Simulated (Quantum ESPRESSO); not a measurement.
**Fe: energy against a fixed spin moment**

The structure is cubic, space group Im-3m (No. 229). The conventional cell has a = 2.866 Å, b = 2.866 Å, c = 2.866 Å, α = 90.00°, β = 90.00°, γ = 90.00°. Nearest to Fe lie 8 Fe at 2.48 Å.

```
Fe
1.0
    -1.43300    1.43300    1.43300
     1.43300   -1.43300    1.43300
     1.43300    1.43300   -1.43300
Fe
1
Direct
  0.00000 0.00000 0.00000
```

```yaml
method: PBE; plane waves with GBRV 1.5 PBE potentials, no spin-orbit coupling (and 1 further level or step)
program: Quantum ESPRESSO 7.5
settings_of_one_run: GBRV 1.5 PBE, potential files Fe: fe_pbe_v1.5.uspp.F.UPF, cutoff 544.23 eV, 16×16×16 k-mesh, 15 bands, fermi-dirac occupations, smearing width 0.05 eV, collinear spin, SCF threshold 2.00e-9, starting moments 2.8 μB
cost: 11 runs, 50 s in all on 4 MPI ranks of Arm Neoverse V2, shared host (the runs of this entry)
notes: The run is spin-polarised, with a total moment of 2.29 μB a cell (absolute 2.43). The cell holds one seeded atom, so opposed orders, which may lie lower, cannot form in it.
moment_of_the_free_run: 2.29 μB a cell
energy_at_zero_total_moment: 594 meV a cell over the lowest
delta_e_delta_m2_from_the_lowest_point_to_2p75_and_to_2p06_mu_b: 351 and 415 meV/μB²
```

At zero total moment the site moments vanish, so the 594 meV a cell is the energy of forming them. The points show one minimum alone.

[Logs and program files are shortened in this print: banners, set-up blocks, solver, clock and traceback lines can be left out without a mark of their own.]

[Logs are printed without paths, hosts, clocks, repeated set-up lines and the standing remarks that a program may print on its own settings, such as how far it seeks lower states.]

[Hosts, paths, dates, database ids (printed as entryN), source tags and the programs' standing remarks are cut or masked in the printed files.]

[Where a cell is said to come from a database of computed structures, the database is the Materials Project.]
